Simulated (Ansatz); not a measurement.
# What Ti (Im-3m, 1 atom in the cell) distorts into

Wanted: the energy along a soft mode of Ti (Im-3m, 1 atom in the cell) and the structure at the end.

Calculated with Ansatz 0.2.0; DFT PBEsol, scalar-relativistic, plane waves, PAW.

This is not the structure that Ti takes at ambient pressure and room temperature (hexagonal, No. 194); it is a model or a phase of other conditions.

### 1. The starting structure

Symmetry: Im-3m, No. 229, cubic system. The conventional cell has a = 3.209 Å, b = 3.209 Å, c = 3.209 Å, α = 90.00°, β = 90.00°, γ = 90.00°. Nearest to Ti lie 8 Ti at 2.78 Å.

### 2. The dispersion

The cell comes from relaxations at this level that are not shown. Stability and thermal properties need the whole zone. Linear response on a 4×4×4 q mesh gives force constants as far as a supercell of that size would.

The input, input.yaml:

```yaml
crystal:
  lattice:
    - [-1.6044454031, 1.6044454031, 1.6044454031]
    - [1.6044454031, -1.6044454031, 1.6044454031]
    - [1.6044454031, 1.6044454031, -1.6044454031]
  atoms:
    - { symbol: Ti, position: [0.0, 0.0, 0.0] }
kpoints:
  mp_grid: { grid: [20, 20, 20] }
hamiltonian:
  xc: pbesol
scf:
  occupations: { method: methfessel_paxton, width: 0.2 }
output:
  eigenvalues: true
phonons:
  method: dfpt
  qmesh: [4, 4, 4]
  temperatures: { t_max: 1000, t_step: 50 }
  qpath:
    path:
      - [[0.0, 0.0, 0.0], [0.5, -0.5, 0.5], [0.0, 0.0, 0.5], [0.0, 0.0, 0.0], [0.25, 0.25, 0.25], [0.5, -0.5, 0.5]]
      - [[0.25, 0.25, 0.25], [0.0, 0.0, 0.5]]
    npoints: 10
```

Started as:

```bash
ansatz run input.yaml --threads 4 --pin off --max-ram 7168MiB --backend cpu --events-out ev --progress --plain --runs-dir out
```

Numbers of over 12 decimals in the logs are rounded to 6 here.

The program printed:

```text
Engine: ansatz 0.2.0, aarch64-unknown-linux-gnu
Pseudopotentials: kind: paw
Pseudopotential: Ti, paw, valence charge 12, recommended cutoff 420 eV (normal), Ti.paw.azcp
Functional definition: PBEsol
  exchange = pbesol_x
  correlation = pbesol_c
Crystal: 1 atoms, lattice volume = 16.521 Å³
Basis set: ecut = 420 eV, 321 PW (Γ), exchange–correlation on 40×40×40 points (8 copies of the dense FFT grid, shifted against one another)
Bands: 10, of which v1, the nominal top of the filled ones, is band 6 counted from 1 (5 counted from 0)
Symmetry: 48 space group operations
k-points: 256 of 8000
Non-local potential: Ti, projectors of the file, l = 0: 3, l = 1: 2, l = 2: 3, l = 3: 1
PAW form: soft (Blöchl's): semilocal exchange-correlation on the pseudo side does not see the compensation charge
PAW frozen core: Ti, regenerated for the run's functional, and the local potential with it (the file was generated under x = pbe(κ = 0.804, μ = 0.219515), c = pbe(β = 0.066725))
PAW one-centre angular grid: Ti, 590 points (default); XC on 64 Gauss nodes
Initial density: superposition of atomic densities (neutral atoms: chi_scale 0, normalization atom), corrected by the library's trained network
Initial wavefunctions: pseudopotential atomic-orbital guess
Functional: x = pbesol(κ = 0.804, μ = 0.123457), c = pbesol(β = 0.046)
SCF iter   1: F=—  HF=-2473.793314 eV  |F-HF|=—  |Δ(HF+E_count)|=         —  Δρ=5.31e-3  dr2=2.72e-3  ethr=1.77e-3  ⟨swp⟩=4.4  Hψ=12710  notcnv=0
preconditioner: auto → none  [metal: Δε(μ)=0.005 eV  Ē_g=4.377 eV  σ=0.200 eV  W_gap=0.02  n_scr=0 (ndim 8)  ℏωp=18.3 eV  f_vac=0.000  D(μ)=2.14/eV (n_scr^D=42)]
SCF iter   2: F=—  HF=-2473.792275 eV  |F-HF|=—  |Δ(HF+E_count)|=   1.04e-3  S|Δr|=    0.00e0  Δρ=1.48e-3  dr2=3.09e-4  ethr=2.27e-5  ⟨swp⟩=2.3  Hψ=6182  notcnv=0
SCF iter   3: F=—  HF=-2473.792222 eV  |F-HF|=—  |Δ(HF+E_count)|=   5.27e-5  S|Δr|=    0.00e0  Δρ=8.08e-4  dr2=4.46e-5  ethr=2.58e-6  ⟨swp⟩=2.2  Hψ=3375  notcnv=0
SCF iter   4: F=—  HF=-2473.792223 eV  |F-HF|=—  |Δ(HF+E_count)|=   1.19e-6  S|Δr|=    0.00e0  Δρ=1.38e-4  dr2=1.34e-6  ethr=3.72e-7  ⟨swp⟩=1.0  Hψ=2560  notcnv=0
SCF iter   5: F=—  HF=-2473.792225 eV  |F-HF|=—  |Δ(HF+E_count)|=   2.06e-6  S|Δr|=    0.00e0  Δρ=9.79e-6  dr2=6.15e-9  ethr=1.12e-8  ⟨swp⟩=1.0  Hψ=2560  notcnv=0
SCF iter   6: F=—  HF=-2473.792225 eV  |F-HF|=—  |Δ(HF+E_count)|=  8.23e-10  S|Δr|=    0.00e0  Δρ=5.84e-7  dr2=2.01e-11  ethr=5.12e-11  ⟨swp⟩=1.8  Hψ=3739  notcnv=0
SCF iter   7: F=-2473.792225 eV  HF=-2473.792225 eV  |F-HF|=9.09e-13  |Δ(HF+E_count)|=  3.18e-12  S|Δr|=    0.00e0  Δρ=6.59e-8  dr2=6.17e-13  ethr=1.00e-12  ⟨swp⟩=4.5  Hψ=8674  notcnv=0
SCF 1 converged in 7 iterations: F = -2473.792225 eV  dr2 = 6.17e-13
  greatest PAW one-centre occupation: 0.999 electrons in one spin orbital (limit 2), on the Ti atom at site 0 (counted from 0), in its partial waves of l = 0
NSCF: frozen V_eff on 256 k-points
NSCF: frozen V_eff on 641 k-points
DFPT response loops at q = (0, 0, 0) (fractional): preconditioner auto → Kerker (q_TF=auto, 2.587 Å⁻¹) (partly filled bands, converged f_vac=0.000); β = 1.00, the filter's whole step (`scf.mixing.beta` (0.50) is not read by the response loops under this deck's `scf.mixing.preconditioner`; to damp them name `kerker` or `kerker_dos`, under which they read `scf.mixing.beta`, and type it under 1.00, their step now; both keys bind the ground state too); Broyden in place of MSR1
NSCF: frozen V_eff on 8400 k-points
DFPT response loops at q = (0, 0, 0.25) (fractional): mixed as the last ones told, above
NSCF: frozen V_eff on 4224 k-points
DFPT response loops at q = (0, 0, -0.5) (fractional): mixed as the last ones told, above
NSCF: frozen V_eff on 16000 k-points
DFPT response loops at q = (0, 0.25, 0.25) (fractional): mixed as the last ones told, above
NSCF: frozen V_eff on 2232 k-points
DFPT response loops at q = (0.25, 0.25, 0.25) (fractional): mixed as the last ones told, above
NSCF: frozen V_eff on 4420 k-points
DFPT response loops at q = (0.25, 0.25, -0.25) (fractional): mixed as the last ones told, above
NSCF: frozen V_eff on 8400 k-points
DFPT response loops at q = (0.25, -0.5, -0.5) (fractional): mixed as the last ones told, above
NSCF: frozen V_eff on 1282 k-points
DFPT response loops at q = (-0.5, -0.5, -0.5) (fractional): mixed as the last ones told, above
SCF converged after 7 iterations
Stability not checked: this state was not tested for a lower state beside it, because cold or Methfessel-Paxton smearing, or corrected tetrahedra, fill the levels in a way that the test cannot read (fill_not_monotonic; see scf.lower_state_search)
Free energy (F): -2473.792225 eV
Harris-Foulkes:  -2473.792225 eV  (|F-HF|=9.09e-13)
Internal energy: -2473.792982 eV  (E = F + TS)
E sigma→0 (E₀):  -2473.792414 eV
Entropy (-TS):   0.000756 eV (0.756 meV/atom)
Fermi energy:    13.787649 eV
--- Per-component energies (eV) ---
  E_band       = -146.735747
  E_kinetic    = 273.689018
  E_local      = -786.319213  (includes V_loc(G=0)·N_el)
  E_nonlocal   = 9.812614
  E_hartree    = 324.535664
  E_xc         = -96.992825
  E_vxc        = -121.899796  (∫ρ·V_xc dr)
  E_paw        = -1022.841993  (= ΣΔE_a)
  E_vpaw       = -171.089845  (= ΣTr[D̂ρ^β])
  E_aug_tail   = 0.000119  (compensation charges beyond the density's cutoff)
  E_ewald      = -1175.815749
  E_core_change = 0.139384  (= ΣΔE_core)
  E_smearing   = 0.000756  (= −TS)
  E_closure    = -0.000000  (closes the sum)
  Σ components = -2473.792225   (vs F -2473.792225, Δ=0.00e0)
--- Band table (eV; the first three rows and the last of 256) ---
  k-point 0: bands = ["-42.3649", "-18.2683", "-18.2683", "-18.2683", "7.7599", "14.8229", "14.8229", "14.8229", "16.7139", "16.7139"]
  k-point 1: bands = ["-42.3609", "-18.2890", "-18.2746", "-18.2684", "7.8499", "14.7800", "14.8118", "14.8901", "16.6619", "16.7163"]
  k-point 2: bands = ["-42.3492", "-18.3488", "-18.2927", "-18.2689", "8.1145", "14.6580", "14.7657", "15.0888", "16.5365", "16.7249"]
  k-point 255: bands = ["-42.0849", "-18.8172", "-18.8172", "-18.8172", "11.5067", "11.5067", "17.9962", "17.9962", "17.9962", "22.5424"]
--- Phonons (Γ-DFPT): 1 representative perturbation + reference (Σ response iterations 3) ---
  ASR residual: 2.659e-5 → 0.000e0 eV/Å²; symmetrization residual: 1.704e-12 eV/Å²
  ASR residual per site (eV/Å²): 2.66e-5
  Γ frequencies (cm⁻¹): 0.00 0.00 0.00
--- Phonons (arbitrary-q DFPT): 8 irreducible q on the 4×4×4 mesh ---
  q = [0.0000, 0.0000, 0.0000] (star 1, of the zone-centre solve; hermiticity 1.46e-8, symmetrization 5.68e-8): -0.00 -0.00 0.00
  q = [0.0000, 0.0000, 0.2500] (star 12, 2 solved perturbations in 6410 linear systems a pass and spin channel, the states on 4200 of 8000 k-point pairs; hermiticity 1.54e-13, symmetrization 4.82e-13): -80.72 91.85 164.29
  q = [0.0000, 0.0000, -0.5000] (star 6, 2 solved perturbations in 3278 linear systems a pass and spin channel, the states on 2112 of 8000 k-point pairs; hermiticity 4.91e-7, symmetrization 2.61e-7): -163.71 153.28 158.25
  q = [0.0000, 0.2500, 0.2500] (star 24, 2 solved perturbations in 12200 linear systems a pass and spin channel, the states on 8000 of 8000 k-point pairs; hermiticity 9.32e-7, symmetrization 2.51e-13): -103.48 75.99 189.46
  q = [0.2500, 0.2500, 0.2500] (star 2, 1 solved perturbation on 1116 of 8000 k-point pairs; hermiticity 5.14e-13, symmetrization 1.25e-12): -109.05 -109.05 -109.05
  q = [0.2500, 0.2500, -0.2500] (star 6, 2 solved perturbations in 3420 linear systems a pass and spin channel, the states on 2210 of 8000 k-point pairs; hermiticity 7.49e-14, symmetrization 9.75e-14): 127.12 152.43 152.43
  q = [0.2500, -0.5000, -0.5000] (star 12, 2 solved perturbations in 6410 linear systems a pass and spin channel, the states on 4200 of 8000 k-point pairs; hermiticity 6.87e-8, symmetrization 3.28e-8): 168.39 201.24 201.27
  q = [-0.5000, -0.5000, -0.5000] (star 1, 1 solved perturbation on 641 of 8000 k-point pairs; hermiticity 2.39e-8, symmetrization 1.19e-8): 224.20 224.20 224.20
  sum rule: each row above includes the acoustic sum rule's correction from the zone centre's row sums; it moved no ω² by more than (0.39 cm⁻¹)²
  mesh force constants: q→R imaginary residual 0.00e0; ASR residual 2.659e-5 → 0.000e0 eV/Å²; symmetrization residual 2.220e-15 eV/Å²
  interpolated dispersion: 62 rows × 3 modes
  density of states and harmonic sums: on the 28×28×28 q-mesh, interpolated from the force constants of a 4×4×4 supercell (no non-analytic term)
  largest difference from the sums on the solved wave vectors: F 2.09e-2 eV, S 2.66e-5 and C_V 5.70e-6 eV/K
  zero-point energy: 0.020796 eV/cell   skipped modes (ω ≤ 0): 452, of them read as no rigid motion or as one in doubt: 449 (7.316e-1 modes/cell left out, lowest -167.19 cm⁻¹)   left out of the sums: 2.44e-1 of the cell's modes: C_V's classical limit lies that fraction below 3 k_B per atom; for a crystal, a wire or a layer, F and S can be off by more, and a phonons.interpolated_qmesh denser along its periods is the remedy for the sampling
```

Run time: 1.9 min. Hardware: 4 threads of Arm Neoverse V2, shared host; peak memory 3.5 GiB.

Numbers from this step:

| Item | Value |
| --- | --- |
| volume per atom | 16.52 Å³ |
| gap on the k-mesh | 0 eV |
| sum-rule residual before enforcement | 2.66e-5 eV/Å² |
| lowest frequency on the path | -167.1 cm⁻¹ |
| highest frequency on the path or at a solved wavevector | 224.2 cm⁻¹ |
| lowest mode on the q mesh (acoustic modes at Γ apart) | -163.7 cm⁻¹ |

Frequencies (cm⁻¹) solved at each irreducible wavevector; negative means imaginary. Frequencies by wavevector, by row:

```tsv
q in reciprocal lattice units	star	mode 1	mode 2	mode 3
0 0 0	1	0	0	0
0 0 0.25	12	-80.7	91.8	164.3
0 0 -0.5	6	-163.7	153.3	158.2
0 0.25 0.25	24	-103.5	76	189.5
0.25 0.25 0.25	2	-109	-109	-109
0.25 0.25 -0.25	6	127.1	152.4	152.4
0.25 -0.5 -0.5	12	168.4	201.2	201.3
-0.5 -0.5 -0.5	1	224.2	224.2	224.2
```

Interpolated from a 4×4×4 q mesh. The phonon branches at the labelled points (cm⁻¹):

```tsv
point	branch 1	branch 2	branch 3
Γ	0	0	0
halfway	127	152	152
H	224	224	224
halfway	168	201	201
N	-164	153	158
halfway	-81	92	164
Γ	0	0	0
halfway	-87	-87	207
P	-109	-109	-109
halfway	144	181	181
H	224	224	224
jump to P	-109	-109	-109
halfway	-167	97	134
N	-164	153	158
```

The phonon branches as a text plot (rows in cm⁻¹):

```
    216 |         *******                              ****
    200 |        *      **                 **         **
    183 |       **        *               *  *       **
    167 |                * ** ****
    151 |     ***           ***   *      *    *     **        ***
    135 |     **               **
    118 |   **            *        *               *         **
    102 |  *                            *
     86 |   *                    *  *                       *
     69 |                         *               * *
     53 | **                       *   *       *             *
     37 |                           **
     20 | *                          *
      4 |*                            ***
    -12 |                           **
    -29 |                          *     *
    -45 |                                                   *
    -61 |                         *       *      *
    -77 |                        *                         *
    -94 |                                  *       *
   -110 |                  *                *   *          *
   -126 |                       *            ***           *
   -143 |                      *                 **
   -159 |                   ***                             *****
         Γ           H       N        Γ         P        H|P    N
```

Symmetry leaves 8 wavevectors to solve. The lowest mode among them, the acoustic zeros apart, lies at q = (0, 0, -0.5) and is imaginary, 163.7i cm⁻¹, so the energy falls along it. Between them the interpolated path dips to 167i cm⁻¹.

### 3. The mode frozen in, largest atomic shift 0 Å

The mode followed lies at q = (0, 0, -0.5) with frequency 163.7i cm⁻¹, the softest among the wavevectors solved. At small amplitude the distorted cell has space group no. 63 by a symmetry search on the positions. The undistorted cell that holds it gives the zero of energy on the same k mesh.

System of this step: Ti. Symmetry: Im-3m, No. 229, cubic system. Conventional cell: a = 3.209 Å, b = 3.209 Å, c = 3.209 Å, α = 90.00°, β = 90.00°, γ = 90.00°. Nearest to Ti lie 8 Ti at 2.78 Å.

The input, input.yaml:

```yaml
crystal:
  lattice:
    - [-1.6044454031, 1.6044454031, 1.6044454031]
    - [1.6044454031, -1.6044454031, 1.6044454031]
    - [3.2088908062, 3.2088908062, 0.0]
  atoms:
    - { symbol: Ti, position: [0.0, 0.0, 0.0] }
    - { symbol: Ti, position: [0.5, 0.5, 0.5] }
kpoints:
  mp_grid: { grid: [16, 16, 10] }
hamiltonian:
  xc: pbesol
scf:
  occupations: { method: methfessel_paxton, width: 0.2 }
output:
  forces: true
  stress: true
  eigenvalues: true
```

The program printed:

```text
[...]
Crystal: 2 atoms, lattice volume = 33.042 Å³
Basis set: ecut = 420 eV, 649 PW (Γ), exchange–correlation on 40×40×64 points (8 copies of the dense FFT grid, shifted against one another)
Bands: 16, of which v1, the nominal top of the filled ones, is band 12 counted from 1 (11 counted from 0)
Symmetry: 16 space group operations
[...]
k-points: 438 of 2560
[...]
--- Band table (eV; the first three rows and the last of 438) ---
  k-point 0: bands = [... 8 lower, 7.7599, 11.2087, 13.3330, 14.8228, 14.8229, 14.8232, 15.0894, 16.7113]
  k-point 1: bands = [... 8 lower, 7.8499, 11.1832, 13.3644, 14.7800, 14.8122, 14.8901, 14.9111, 16.6616]
  k-point 2: bands = [... 8 lower, 8.1145, 11.0720, 13.4569, 14.5302, 14.6580, 14.7660, 15.0888, 16.5362]
  k-point 437: bands = [... 8 lower, 12.1333, 12.1333, 12.6988, 12.6988, 15.0748, 15.0748, 15.7754, 15.7754]
[key lines of the parts left out:]
SCF converged after 5 iterations
Free energy (F): -4947.585109 eV
Fermi energy:    13.788703 eV
P = ⅓ Tr σ = -0.0280 GPa (-0.280 kbar)
```

It took 2.6 s on 4 threads; peak memory 0.46 GiB; 9.6 s of CPU time.

This step gave:

- pressure: -0.02798 GPa
- energy from the undistorted cell: 0 meV/atom

The run ends at a pressure of -0.03 GPa.

### 4. The mode frozen in, largest atomic shift 0.22 Å

The atoms are moved along the unstable eigenvector, the largest shift by 0.22 Å, with the cell fixed.

input.yaml, the sections that differ from step 3:

```yaml
crystal:
  lattice:
    - [-1.6044454031, 1.6044454031, 1.6044454031]
    - [1.6044454031, -1.6044454031, 1.6044454031]
    - [3.2088908062, 3.2088908062, 0.0]
  atoms:
    - { symbol: Ti, position: [-0.0484788986, 0.0484788986, 0.0] }
    - { symbol: Ti, position: [0.5484788986, 0.4515211014, 0.5] }
# kpoints, hamiltonian, scf, output: as in step 3
```

The program printed:

```text
[...]
Crystal: 2 atoms, lattice volume = 33.042 Å³
Basis set: ecut = 420 eV, 649 PW (Γ), exchange–correlation on 40×40×64 points (8 copies of the dense FFT grid, shifted against one another)
Bands: 16, of which v1, the nominal top of the filled ones, is band 12 counted from 1 (11 counted from 0)
Symmetry: 8 space group operations
[...]
k-points: 438 of 2560
[...]
--- Band table (eV; the first three rows and the last of 438) ---
  k-point 0: bands = [... 8 lower, 7.7661, 11.2170, 13.4363, 14.6410, 15.0229, 15.0815, 15.0835, 16.3134]
  k-point 1: bands = [... 8 lower, 7.8562, 11.1907, 13.4456, 14.5929, 14.9073, 14.9860, 15.1620, 16.2038]
  k-point 2: bands = [... 8 lower, 8.1212, 11.0783, 13.4812, 14.4595, 14.5258, 14.8720, 15.3843, 16.0735]
  k-point 437: bands = [... 8 lower, 11.7559, 11.7559, 13.0637, 13.0637, 15.0555, 15.0555, 15.9625, 15.9625]
[key lines of the parts left out:]
SCF converged after 5 iterations
Free energy (F): -4947.678656 eV
Fermi energy:    13.820759 eV
P = ⅓ Tr σ = 0.6799 GPa (6.799 kbar)
```

Elapsed: 2.3 s, on 4 threads; peak memory 0.46 GiB.

This step gave:

```yaml
pressure: 0.6799 GPa
energy_from_the_undistorted_cell: -46.90 meV/atom
```

The energy, extrapolated to zero smearing, is -46.90 meV/atom against the undistorted cell.

The run ends at a pressure of 0.68 GPa, with forces up to 0.088 eV/Å.

### 5. Energy along the mode, all amplitudes (two of the runs are shown above)

An imaginary frequency means negative curvature, so the energy should fall and then rise again as anharmonic terms take over.

This step gave:

```yaml
depth_at_the_lowest_point_sampled: 46.90 meV/atom
largest_atomic_shift_at_that_point: 0.22 Å
```

Energy from the parent against largest atomic shift:

```tsv
largest atomic shift (Å)	energy from the parent (meV/atom)
0.000	0
0.040	-3.55
0.080	-12.8
0.140	-30.4
0.220	-46.9
0.320	-34.6
0.450	46.4
```

Displacement at unit largest shift by atom:

```tsv
atom	x (Å)	y (Å)	z (Å)	size
Ti1	0.707	-0.707	0.000	1.000
Ti2	-0.707	0.707	0.000	1.000
```

The lowest of the steps tried is at 0.22 Å, 46.9 meV/atom below the parent; the bottom of the well need not coincide with a step.

(Continued in part 2 of 2.)

[Logs are printed without paths, hosts, clocks, repeated set-up lines and the standing remarks that a program may print on its own settings, such as how far it seeks lower states.]

[Hosts, paths, dates, database ids (printed as entryN), source tags and the programs' standing remarks are cut or masked in the printed files.]
